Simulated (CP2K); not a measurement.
Two runs for the N K edge of acetonitrile. Run A: CP2K XAS_TDP, all-electron GAPW, PBEh(45%), aug-cc-pVTZ, TDA, no relativity. Run B differs in one setting.

First lines with a strength over 0.0015. A:

```
            atom  energy (eV)  states  strength, one atom
N3 (bonded to C)       395.30       2              0.1133
                       399.56       3              0.0029
                       400.73       2              0.0017
                       400.85       1              0.0043
                       402.00       1              0.0037
```

B:

```
            atom  energy (eV)  states  strength, one atom
N3 (bonded to C)       397.41       2              0.1207
                       401.88       3              0.0032
                       403.06       2              0.0019
                       403.14       1              0.0040
                       404.37       1              0.0035
```

Q: Which was it: GW2X switched on, scalar relativity switched on, the basis, the functional?

The functional (functional from PBEh(45%) to BHandHLYP; the lines alone don't name the new value). A functional moves all lines by electronvolts and changes their spacings and strengths. Against PBEh(45%) in aug-cc-pVTZ, the leading line moves by +2.11 eV, to 397.41 eV; the strength of N3's goes from 0.1133 to 0.1207. The next line of N3 over the strength cut lies 4.47 eV higher, against 4.26.

[Banner, clock and machine lines of the logs are left out without a mark of their own.]

[Logs are printed without paths, hosts, clocks, repeated set-up lines and the standing remarks that a program may print on its own settings, such as how far it seeks lower states.]

[Hosts, paths, dates, database ids (printed as entryN), source tags and the programs' standing remarks are cut or masked in the printed files.]
